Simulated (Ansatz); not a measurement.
**What Ba2C (model cell, started as cuprite) distorts into**

Aim: this structure of Ba2C (model cell, started as cuprite) is to be tested for unstable modes, and one is followed downhill.

Program: Ansatz 0.2.0. Level of theory: DFT PBEsol, scalar-relativistic, plane waves, PAW. Results are calculated unless marked as measured.

The structure was built from a prototype and need not be the compound's stable phase.

## Step 1: Starting point

The structure is cubic, space group Pn-3m (No. 224). The conventional cell has a = 6.182 Å, b = 6.182 Å, c = 6.182 Å, α = 90.00°, β = 90.00°, γ = 90.00°. Nearest to C lie 4 Ba at 2.68 Å. Ba has 2 C at 2.68 Å nearest. Farther neighbours are not listed.

## Step 2: Phonons on a q mesh

The cell comes from relaxations at this level that are not shown. Stability and thermal properties need the whole zone. Linear response on a 2×2×2 q mesh gives force constants as far as a supercell of that size would.

File input.yaml:

```yaml
crystal:
  lattice:
    - [6.1820686643, 0.0, 0.0]
    - [0.0, 6.1820686643, 0.0]
    - [0.0, 0.0, 6.1820686643]
  atoms:
    - { symbol: C, position: [0.0, 0.0, 0.0] }
    - { symbol: C, position: [0.5, 0.5, 0.5] }
    - { symbol: Ba, position: [0.25, 0.25, 0.25] }
    - { symbol: Ba, position: [0.75, 0.75, 0.25] }
    - { symbol: Ba, position: [0.75, 0.25, 0.75] }
    - { symbol: Ba, position: [0.25, 0.75, 0.75] }
kpoints:
  mp_grid: { grid: [6, 6, 6] }
hamiltonian:
  xc: pbesol
scf:
  occupations: { method: methfessel_paxton, width: 0.2 }
output:
  eigenvalues: true
phonons:
  method: dfpt
  qmesh: [2, 2, 2]
  temperatures: { t_max: 1000, t_step: 50 }
  qpath:
    path:
      - [[0.0, 0.0, 0.0], [0.0, 0.5, 0.0], [0.5, 0.5, 0.0], [0.0, 0.0, 0.0], [0.5, 0.5, 0.5], [0.0, 0.5, 0.0]]
      - [[0.5, 0.5, 0.5], [0.5, 0.5, 0.0]]
    npoints: 10
```

Started as:

```sh
> ansatz run input.yaml --threads 8 --pin off --max-ram 14336MiB --backend cpu --events-out ev --progress --plain --runs-dir out
```

Numbers of over 12 decimals in the logs are rounded to 6 here.

Output:

```text
Warning: phonons: the dynamical matrix that this run interpolates holds no multipole term above the dipole-dipole one, and a site of this crystal is no centre of inversion, so its interpolated transverse optical and acoustic branches and sound speeds can stay off near Gamma, and the density of states and the thermodynamics with them. What a run solves at a wave vector of phonons.qpoints, Gamma apart, where the deck admits one, is free of this, and under fd what a larger phonons.supercell samples
Engine: ansatz 0.2.0, aarch64-unknown-linux-gnu
Pseudopotentials: kind: paw
Pseudopotential: C, paw, valence charge 4, recommended cutoff 420 eV (normal), C.paw.azcp
Pseudopotential: Ba, paw, valence charge 10, recommended cutoff 420 eV (normal), Ba.paw.azcp
Functional definition: PBEsol
  exchange = pbesol_x
  correlation = pbesol_c
Crystal: 6 atoms, lattice volume = 236.266 Å³
Basis set: ecut = 420 eV, 4625 PW (Γ), exchange–correlation on 96×96×96 points (8 copies of the dense FFT grid, shifted against one another)
Bands: 30, of which v1, the nominal top of the filled ones, is band 24 counted from 1 (23 counted from 0)
Symmetry: 48 space group operations
k-points: 20 of 216
Non-local potential: C, projectors of the file, l = 0: 2, l = 1: 2, l = 2: 1
Non-local potential: Ba, projectors of the file, l = 0: 3, l = 1: 2, l = 2: 2, l = 3: 2
PAW form: soft (Blöchl's): semilocal exchange-correlation on the pseudo side does not see the compensation charge
PAW frozen core: C, regenerated for the run's functional, and the local potential with it (the file was generated under x = pbe(κ = 0.804, μ = 0.219515), c = pbe(β = 0.066725))
PAW frozen core: Ba, regenerated for the run's functional, and the local potential with it (the file was generated under x = pbe(κ = 0.804, μ = 0.219515), c = pbe(β = 0.066725))
PAW one-centre angular grid: C, 110 points (default); XC on 64 Gauss nodes
PAW one-centre angular grid: Ba, 194 points (default); XC on 64 Gauss nodes
Initial density: superposition of atomic densities (neutral atoms: chi_scale 0, normalization atom), corrected by the library's trained network
Initial wavefunctions: pseudopotential atomic-orbital guess
Functional: x = pbesol(κ = 0.804, μ = 0.123457), c = pbesol(β = 0.046)
SCF iter   1: F=—  HF=-23937.978470 eV  |F-HF|=—  |Δ(HF+E_count)|=         —  Δρ=5.68e-3  dr2=1.39e-1  ethr=1.77e-3  ⟨swp⟩=10.9  Hψ=7486  notcnv=0
automatic band count: the SCF goes on with 36 bands, as 30 were too few: they end inside the smearing window of the response
preconditioner: auto → Kerker (q_TF=auto, 2.092 Å⁻¹)  [metal: Δε(μ)=0.007 eV  Ē_g=10.770 eV  σ=0.200 eV  W_gap=0.03  n_scr=32 (ndim 8)  ℏωp=15.3 eV  f_vac=0.000  D(μ)=13.34/eV (n_scr^D=122)]
SCF iter   2: F=—  HF=-23937.962100 eV  |F-HF|=—  |Δ(HF+E_count)|=   1.64e-2  S|Δr|=    0.00e0  Δρ=2.52e-3  dr2=2.45e-2  ethr=2.89e-4  ⟨swp⟩=1.0  Hψ=880  notcnv=0
SCF iter   3: F=—  HF=-23937.959261 eV  |F-HF|=—  |Δ(HF+E_count)|=   2.84e-3  S|Δr|=    0.00e0  Δρ=5.28e-4  dr2=1.62e-3  ethr=5.11e-5  ⟨swp⟩=2.0  Hψ=768  notcnv=0
SCF iter   4: F=—  HF=-23937.959175 eV  |F-HF|=—  |Δ(HF+E_count)|=   8.58e-5  S|Δr|=    0.00e0  Δρ=2.14e-4  dr2=1.90e-4  ethr=3.38e-6  ⟨swp⟩=2.0  Hψ=1118  notcnv=0
SCF iter   5: F=—  HF=-23937.959170 eV  |F-HF|=—  |Δ(HF+E_count)|=   5.22e-6  S|Δr|=    0.00e0  Δρ=8.07e-5  dr2=1.84e-5  ethr=3.95e-7  ⟨swp⟩=1.2  Hψ=658  notcnv=0
SCF iter   6: F=—  HF=-23937.959174 eV  |F-HF|=—  |Δ(HF+E_count)|=   4.80e-6  S|Δr|=    0.00e0  Δρ=1.31e-5  dr2=5.37e-7  ethr=3.84e-8  ⟨swp⟩=3.0  Hψ=1207  notcnv=0
SCF iter   7: F=—  HF=-23937.959125 eV  |F-HF|=—  |Δ(HF+E_count)|=   4.97e-5  S|Δr|=    0.00e0  Δρ=4.40e-6  dr2=4.42e-8  ethr=1.12e-9  ⟨swp⟩=2.7  Hψ=830  notcnv=0
SCF iter   8: F=—  HF=-23937.959125 eV  |F-HF|=—  |Δ(HF+E_count)|=   1.79e-8  S|Δr|=    0.00e0  Δρ=1.40e-6  dr2=1.09e-8  ethr=9.21e-11  ⟨swp⟩=3.0  Hψ=1224  notcnv=0
SCF iter   9: F=—  HF=-23937.959125 eV  |F-HF|=—  |Δ(HF+E_count)|=  6.55e-10  S|Δr|=    0.00e0  Δρ=1.93e-7  dr2=1.98e-10  ethr=2.27e-11  ⟨swp⟩=1.5  Hψ=667  notcnv=0
SCF iter  10: F=-23937.959125 eV  HF=-23937.959125 eV  |F-HF|=1.46e-11  |Δ(HF+E_count)|=  2.55e-11  S|Δr|=    0.00e0  Δρ=3.13e-8  dr2=2.75e-12  ethr=1.00e-12  ⟨swp⟩=11.2  Hψ=4324  notcnv=0
SCF 1 converged in 10 iterations: F = -23937.959125 eV  dr2 = 2.75e-12
  greatest PAW one-centre occupation: 0.957 electrons in one spin orbital (limit 2), on the Ba atom at site 5 (counted from 0), in its partial waves of l = 0
Initial density: read from a saved state, or passed on in memory by an earlier SCF of this step, an earlier step, the calling program or the single point that the run made first
iter 1 solved again at ethr=2.99e-7 eV; its pass at ethr=3.10e-3 eV (dr2=1.43e-4 eV) is discarded
SCF iter   1: F=—  HF=-23937.959172 eV  |F-HF|=—  |Δ(HF+E_count)|=         —  Δρ=6.54e-7  dr2=1.32e-9  ethr=2.99e-7  ⟨swp⟩=3.9  Hψ=5026  notcnv=0
eigensolver tolerance schedule: the retry pair's looser diagonalisation over-reported the residual by 108745.05 of it (diagonalisation noise at an unbounded share of the residual, at the tolerance the schedule requests for it); recorded, not acted on — ethr = c·dr2/N_el stays at c = 1.0e-1
preconditioner: auto → Kerker (q_TF=auto, 2.092 Å⁻¹)  [metal: Δε(μ)=0.006 eV  Ē_g=9.815 eV  σ=0.200 eV  W_gap=0.02  n_scr=32 (ndim 8)  ℏωp=15.3 eV  f_vac=0.000  D(μ)=12.95/eV (n_scr^D=122)]
SCF iter   2: F=—  HF=-23937.959125 eV  |F-HF|=—  |Δ(HF+E_count)|=   4.75e-5  S|Δr|=    0.00e0  Δρ=4.54e-7  dr2=8.78e-10  ethr=2.75e-12  ⟨swp⟩=4.1  Hψ=1800  notcnv=0
SCF iter   3: F=—  HF=-23937.959125 eV  |F-HF|=—  |Δ(HF+E_count)|=  6.55e-11  S|Δr|=    0.00e0  Δρ=2.63e-7  dr2=2.64e-10  ethr=1.83e-12  ⟨swp⟩=1.0  Hψ=600  notcnv=0
SCF iter   4: F=—  HF=-23937.959125 eV  |F-HF|=—  |Δ(HF+E_count)|=  3.27e-11  S|Δr|=    0.00e0  Δρ=1.11e-7  dr2=3.58e-11  ethr=1.00e-12  ⟨swp⟩=1.0  Hψ=600  notcnv=0
SCF iter   5: F=-23937.959125 eV  HF=-23937.959125 eV  |F-HF|=7.28e-12  |Δ(HF+E_count)|=    0.00e0  S|Δr|=    0.00e0  Δρ=3.70e-8  dr2=3.26e-12  ethr=1.00e-12  ⟨swp⟩=1.9  Hψ=1565  notcnv=0
SCF 2 converged in 5 iterations: F = -23937.959125 eV  dr2 = 3.26e-12
phonons: the bands overlap, so this run is a metal and interpolates without the dipole-dipole term. If the crystal is really an insulator or semiconductor, its LO-TO splitting is missing
NSCF: frozen V_eff on 20 k-points
NSCF: frozen V_eff on 68 k-points
DFPT response loops at q = (0, 0, 0) (fractional): preconditioner auto → Kerker (q_TF=auto, 2.092 Å⁻¹) (partly filled bands, converged f_vac=0.000); β = 1.00, the filter's whole step (`scf.mixing.beta` (0.50) is not read by the response loops under this deck's `scf.mixing.preconditioner`; to damp them name `kerker` or `kerker_dos`, under which they read `scf.mixing.beta`, and type it under 1.00, their step now; both keys bind the ground state too); Broyden in place of MSR1
NSCF: frozen V_eff on 224 k-points
DFPT response loops at q = (0, 0, -0.5) (fractional): mixed as the last ones told, above
NSCF: frozen V_eff on 224 k-points
DFPT response loops at q = (0, -0.5, -0.5) (fractional): mixed as the last ones told, above
NSCF: frozen V_eff on 136 k-points
DFPT response loops at q = (-0.5, -0.5, -0.5) (fractional): mixed as the last ones told, above
SCF converged after 10 iterations
Stability not checked: this state was not tested for a lower state beside it, because cold or Methfessel-Paxton smearing, or corrected tetrahedra, fill the levels in a way that the test cannot read (fill_not_monotonic; see scf.lower_state_search)
Free energy (F): -23937.959125 eV
Harris-Foulkes:  -23937.959125 eV  (|F-HF|=1.46e-11)
Internal energy: -23937.932134 eV  (E = F + TS)
E sigma→0 (E₀):  -23937.952377 eV
Entropy (-TS):   -0.026991 eV (-4.498 meV/atom)
Fermi energy:    6.397617 eV
--- Per-component energies (eV) ---
  E_band       = -270.628241
  E_kinetic    = 836.480005
  E_local      = -1688.633025  (includes V_loc(G=0)·N_el)
  E_nonlocal   = 290.317506
  E_hartree    = 551.210605
  E_xc         = -756.519803
  E_vxc        = -652.852137  (∫ρ·V_xc dr)
  E_paw        = -20750.507225  (= ΣΔE_a)
  E_vpaw       = -158.361850  (= ΣTr[D̂ρ^β])
  E_aug_tail   = -0.000000  (compensation charges beyond the density's cutoff)
  E_ewald      = -2420.928129
  E_core_change = 0.647934  (= ΣΔE_core)
  E_smearing   = -0.026991  (= −TS)
  E_closure    = -0.000000  (closes the sum)
  Σ components = -23937.959125   (vs F -23937.959125, Δ=0.00e0)
--- Band table (eV; the first three rows and the last of 20) ---
  k-point 0: bands = [... 20 lower, 4.5462, 4.6611, 6.5955, 6.5955, 7.0953, 7.0953, 7.0953, 7.1427, ... 8 higher]
  k-point 1: bands = [... 20 lower, 4.6886, 4.8070, 6.5522, 6.6869, 6.6869, 6.7186, 7.1075, 7.1606, ... 8 higher]
  k-point 2: bands = [... 20 lower, 5.0424, 5.1729, 6.1830, 6.1830, 6.3936, 6.8606, 7.0724, 7.4045, ... 8 higher]
  k-point 19: bands = [... 20 lower, 4.8288, 6.2777, 6.2777, 6.2777, 6.6730, 6.6730, 6.6730, 8.5298, ... 8 higher]
--- Phonons (Γ-DFPT): 2 representative perturbations + reference (Σ response iterations 7) ---
  ASR residual: 3.020e-5 → 0.000e0 eV/Å²; symmetrization residual: 3.317e-7 eV/Å²
  ASR residual per site (eV/Å²): 3.02e-5 3.02e-5 4.21e-6 4.21e-6 4.21e-6 4.21e-6
  Γ frequencies (cm⁻¹): -114.31 -114.31 -114.31 0.00 0.00 0.00 33.31 33.31 33.31 52.65 52.65 111.27 146.25 146.25 146.25 202.79 202.79 202.79
--- Phonons (arbitrary-q DFPT): 4 irreducible q on the 2×2×2 mesh ---
  q = [0.0000, 0.0000, 0.0000] (star 1, of the zone-centre solve; hermiticity 3.71e-7, symmetrization 5.33e-13): -114.31 -114.31 -114.31 -0.00 0.00 0.00 33.31 33.31 33.31 52.65 52.65 111.27 146.25 146.25 146.25 202.79 202.79 202.79
  q = [0.0000, 0.0000, -0.5000] (star 3, 4 solved perturbations in 284 linear systems a pass and spin channel, the states on 112 of 216 k-point pairs; hermiticity 7.98e-7, symmetrization 1.50e-13): -131.72 -131.72 -117.75 -117.75 -18.38 -18.38 31.90 31.90 31.91 31.91 42.09 42.09 63.72 63.72 115.58 115.58 233.29 233.29
  q = [0.0000, -0.5000, -0.5000] (star 3, 4 solved perturbations in 284 linear systems a pass and spin channel, the states on 112 of 216 k-point pairs; hermiticity 2.02e-7, symmetrization 1.01e-13): -75.58 -75.58 -58.03 -58.03 -47.05 -47.05 21.84 21.84 50.97 50.97 52.86 52.86 76.07 76.07 141.86 141.86 209.09 209.09
  q = [-0.5000, -0.5000, -0.5000] (star 1, 2 solved perturbations in 108 linear systems a pass and spin channel, the states on 68 of 216 k-point pairs; hermiticity 1.84e-7, symmetrization 4.46e-13): -78.39 -78.39 -78.39 -70.52 -70.52 -26.50 -26.50 -26.50 64.89 64.89 64.89 85.15 85.15 85.15 113.96 206.13 206.13 206.13
  sum rule: each row above includes the acoustic sum rule's correction from the zone centre's row sums; it moved no ω² by more than (0.83 cm⁻¹)²
  mesh force constants: q→R imaginary residual 3.45e-17; ASR residual 3.020e-5 → 0.000e0 eV/Å²; symmetrization residual 2.665e-15 eV/Å²
  interpolated dispersion: 62 rows × 18 modes
  density of states and harmonic sums: on the 10×10×10 q-mesh, interpolated from the force constants of a 2×2×2 supercell (no non-analytic term)
  largest difference from the sums on the solved wave vectors: F 1.74e-2 eV, S 2.20e-5 and C_V 3.07e-6 eV/K
  zero-point energy: 0.068994 eV/cell   skipped modes (ω ≤ 0): 347, of them read as no rigid motion or as one in doubt: 344 (6.283e0 modes/cell left out, lowest -131.72 cm⁻¹)   left out of the sums: 3.49e-1 of the cell's modes: C_V's classical limit lies that fraction below 3 k_B per atom; for a crystal, a wire or a layer, F and S can be off by more, and a phonons.interpolated_qmesh denser along its periods is the remedy for the sampling
```

It took 2 min on 8 threads of Arm Neoverse V2, shared host; peak memory 2.8 GiB; 15 min of CPU time.

In the SCF lines HF is the Harris–Foulkes energy and dr2 the Hartree energy of the density residual, in eV; the loop may stop once dr2 is under the threshold and the program's other checks hold. Hψ counts applications of the Hamiltonian.

Numbers from this step:

* volume per atom: 39.38 Å³
* gap on the k-mesh: 0 eV
* sum-rule residual before enforcement: 3.02e-5 eV/Å²
* lowest frequency on the path: -131.7 cm⁻¹
* point group: m-3m
* highest frequency on the path or at a solved wavevector: 233.3 cm⁻¹
* highest optical mode at the zone centre (no LO-TO term): 202.8 cm⁻¹
* lowest optical zone-centre mode: -114.3 cm⁻¹
* lowest mode on the q mesh (acoustic modes at Γ apart): -131.7 cm⁻¹

Frequencies (cm⁻¹) solved at each irreducible wavevector; negative means imaginary. Frequencies by wavevector, by row:

```
q in reciprocal lattice units  star  mode 1  mode 2  mode 3  mode 4  mode 16  mode 17  mode 18
                        0 0 0     1  -114.3  -114.3  -114.3       0    202.8    202.8    202.8
                     0 0 -0.5     3  -131.7  -131.7  -117.8  -117.8    115.6    233.3    233.3
                  0 -0.5 -0.5     3   -75.6   -75.6     -58     -58    141.9    209.1    209.1
               -0.5 -0.5 -0.5     1   -78.4   -78.4   -78.4   -70.5    206.1    206.1    206.1
```

Interpolated from a 2×2×2 q mesh. Phonon branches along the path, in cm⁻¹:

```
    point  branch 1  branch 2  branch 3  branch 4  branch 15  branch 16  branch 17  branch 18
        Γ      -114      -114      -114         0        146        203        203        203
  halfway      -122      -122      -120        12        109        167        223        223
        X      -132      -132      -118      -118        116        116        233        233
  halfway      -112      -112       -89       -89        134        134        219        219
        M       -76       -76       -58       -58        142        142        209        209
  halfway      -127      -112      -112       -29        112        194        194        221
        Γ      -114      -114      -114         0        146        203        203        203
  halfway      -108      -108      -101       -44        110        197        206        206
        R       -78       -78       -78       -70        114        206        206        206
  halfway      -101       -88       -83       -55        119        168        208        217
        X      -132      -132      -118      -118        116        116        233        233
jump to R       -78       -78       -78       -70        114        206        206        206
  halfway       -77       -77       -76       -64        110        186        208        208
        M       -76       -76       -58       -58        142        142        209        209
```

Symmetry leaves 4 wavevectors to solve. The lowest mode among them, the acoustic zeros apart, lies at q = (0, 0, -0.5) and is imaginary, 131.7i cm⁻¹, so the energy falls along it.

## Step 3: The mode frozen in, largest atomic shift 0 Å

The mode followed lies at q = (0, 0, -0.5) with frequency 131.7i cm⁻¹ and is 2-fold degenerate, the softest among the wavevectors solved. At small amplitude the distorted cell has space group no. 91 by a symmetry search on the positions. The undistorted cell that holds it gives the zero of energy on the same k mesh.

System of this step: Ba2C (model cell, started as cuprite). The structure is cubic, space group Pn-3m (No. 224). Conventional cell: a = 6.182 Å, b = 6.182 Å, c = 6.182 Å, α = 90.00°, β = 90.00°, γ = 90.00°. Nearest to C lie 4 Ba at 2.68 Å. Nearest to Ba lie 2 C at 2.68 Å. Farther neighbours are not listed.

File input.yaml:

```yaml
crystal:
  lattice:
    - [6.1820686643, 0.0, 0.0]
    - [0.0, 6.1820686643, 0.0]
    - [0.0, 0.0, 12.3641373286]
  atoms:
    - { symbol: C, position: [0.0, 0.0, 0.0] }
    - { symbol: C, position: [0.0, 0.0, 0.5] }
    - { symbol: C, position: [0.5, 0.5, 0.25] }
    - { symbol: C, position: [0.5, 0.5, 0.75] }
    - { symbol: Ba, position: [0.25, 0.25, 0.125] }
    - { symbol: Ba, position: [0.25, 0.25, 0.625] }
    - { symbol: Ba, position: [0.75, 0.75, 0.125] }
    - { symbol: Ba, position: [0.75, 0.75, 0.625] }
    - { symbol: Ba, position: [0.75, 0.25, 0.375] }
    - { symbol: Ba, position: [0.75, 0.25, 0.875] }
    - { symbol: Ba, position: [0.25, 0.75, 0.375] }
    - { symbol: Ba, position: [0.25, 0.75, 0.875] }
kpoints:
  mp_grid: { grid: [6, 6, 4] }
hamiltonian:
  xc: pbesol
scf:
  occupations: { method: methfessel_paxton, width: 0.2 }
output:
  forces: true
  stress: true
  eigenvalues: true
```

Output:

```text
[...]
Crystal: 12 atoms, lattice volume = 472.532 Å³
Basis set: ecut = 420 eV, 9261 PW (Γ), exchange–correlation on 90×90×180 points (8 copies of the dense FFT grid, shifted against one another)
Bands: 60, of which v1, the nominal top of the filled ones, is band 48 counted from 1 (47 counted from 0)
Symmetry: 32 space group operations
[...]
k-points: 30 of 144
[...]
k-point 0: bands = [... 44 lower, 5.7625, 5.7625, 6.4196, 6.4196, 6.5955, 6.5957, 7.0943, 7.0943, ... 8 higher]
  k-point 1: bands = [... 44 lower, 6.0499, 6.0499, 6.3560, 6.5734, 6.6651, 6.7500, 6.8000, 6.8000, ... 8 higher]
  k-point 2: bands = [... 44 lower, 6.4427, 6.4427, 6.4427, 6.4427, 6.4837, 6.4837, 6.8688, 6.8688, ... 8 higher]
  k-point 29: bands = [... 44 lower, 6.3897, 6.3897, 6.4253, 6.4253, 6.4253, 6.4253, 6.5436, 6.5436, ... 8 higher]
[key lines of the parts left out:]
SCF converged after 7 iterations
Free energy (F): -47875.918520 eV
Fermi energy:    6.396407 eV
P = ⅓ Tr σ = 0.0053 GPa (0.053 kbar)
```

Wall time 6 s (8 threads); peak memory 2 GiB; 46 s of CPU time.

This step gave:

* pressure: 0.005304 GPa
* energy from the undistorted cell: 0 meV/atom

The run ends at a pressure of 0.01 GPa.

## Step 4: The mode frozen in, largest atomic shift 0.32 Å

The atoms are moved along the unstable eigenvector, the largest shift by 0.32 Å, with the cell fixed.

File input.yaml:

```yaml
crystal:
  lattice:
    - [6.1820686643, 0.0, 0.0]
    - [0.0, 6.1820686643, 0.0]
    - [0.0, 0.0, 12.3641373286]
  atoms:
    - { symbol: C, position: [0.0, -0.0517626085, 0.0] }
    - { symbol: C, position: [0.0, 0.0517626085, 0.5] }
    - { symbol: C, position: [0.5517626085, 0.5, 0.25] }
    - { symbol: C, position: [0.4482373915, 0.5, 0.75] }
    - { symbol: Ba, position: [0.2453402146, 0.2546597854, 0.125] }
    - { symbol: Ba, position: [0.2546597854, 0.2453402146, 0.625] }
    - { symbol: Ba, position: [0.7453402146, 0.7546597854, 0.125] }
    - { symbol: Ba, position: [0.7546597854, 0.7453402146, 0.625] }
    - { symbol: Ba, position: [0.7453402146, 0.2453402146, 0.375] }
    - { symbol: Ba, position: [0.7546597854, 0.2546597854, 0.875] }
    - { symbol: Ba, position: [0.2453402146, 0.7453402146, 0.375] }
    - { symbol: Ba, position: [0.2546597854, 0.7546597854, 0.875] }
kpoints:
  mp_grid: { grid: [6, 6, 4] }
hamiltonian:
  xc: pbesol
scf:
  occupations: { method: methfessel_paxton, width: 0.2 }
output:
  forces: true
  stress: true
  eigenvalues: true
  write_density: true
  write_potential: true
  elf: true
  volumetric_format: npy
```

Output:

```text
[...]
Crystal: 12 atoms, lattice volume = 472.532 Å³
Basis set: ecut = 420 eV, 9261 PW (Γ), exchange–correlation on 90×90×180 points (8 copies of the dense FFT grid, shifted against one another)
Bands: 60, of which v1, the nominal top of the filled ones, is band 48 counted from 1 (47 counted from 0)
Symmetry: 8 space group operations
[...]
k-point 0: bands = [... 44 lower, 5.5956, 5.6460, 6.4193, 6.4193, 6.6365, 6.6715, 6.8981, 6.8981, ... 8 higher]
  k-point 1: bands = [... 44 lower, 5.7971, 5.9482, 6.4045, 6.4338, 6.6403, 6.7192, 6.7383, 6.8717, ... 8 higher]
  k-point 2: bands = [... 44 lower, 6.1267, 6.1267, 6.2952, 6.2952, 6.6313, 6.6313, 6.8382, 6.8382, ... 8 higher]
  k-point 29: bands = [... 44 lower, 6.2629, 6.2629, 6.3489, 6.3489, 6.5105, 6.5105, 6.5222, 6.5222, ... 8 higher]
[key lines of the parts left out:]
SCF converged after 8 iterations
Free energy (F): -47876.038615 eV
Fermi energy:    6.454290 eV
P = ⅓ Tr σ = -0.3074 GPa (-3.074 kbar)
```

The job ended after 13 s (8 threads; peak memory 1.7 GiB; 1.7 min of CPU time).

Numbers from this step:

* pressure: -0.3074 GPa
* energy from the undistorted cell: -11.78 meV/atom

The energy, extrapolated to zero smearing, is -11.78 meV/atom against the undistorted cell.

The run ends at a pressure of -0.31 GPa, with forces up to 0.41 eV/Å.

[end of part 1 of 3]

[Logs are printed without paths, hosts, clocks, repeated set-up lines and the standing remarks that a program may print on its own settings, such as how far it seeks lower states.]

[Hosts, paths, dates, database ids (printed as entryN), source tags and the programs' standing remarks are cut or masked in the printed files.]
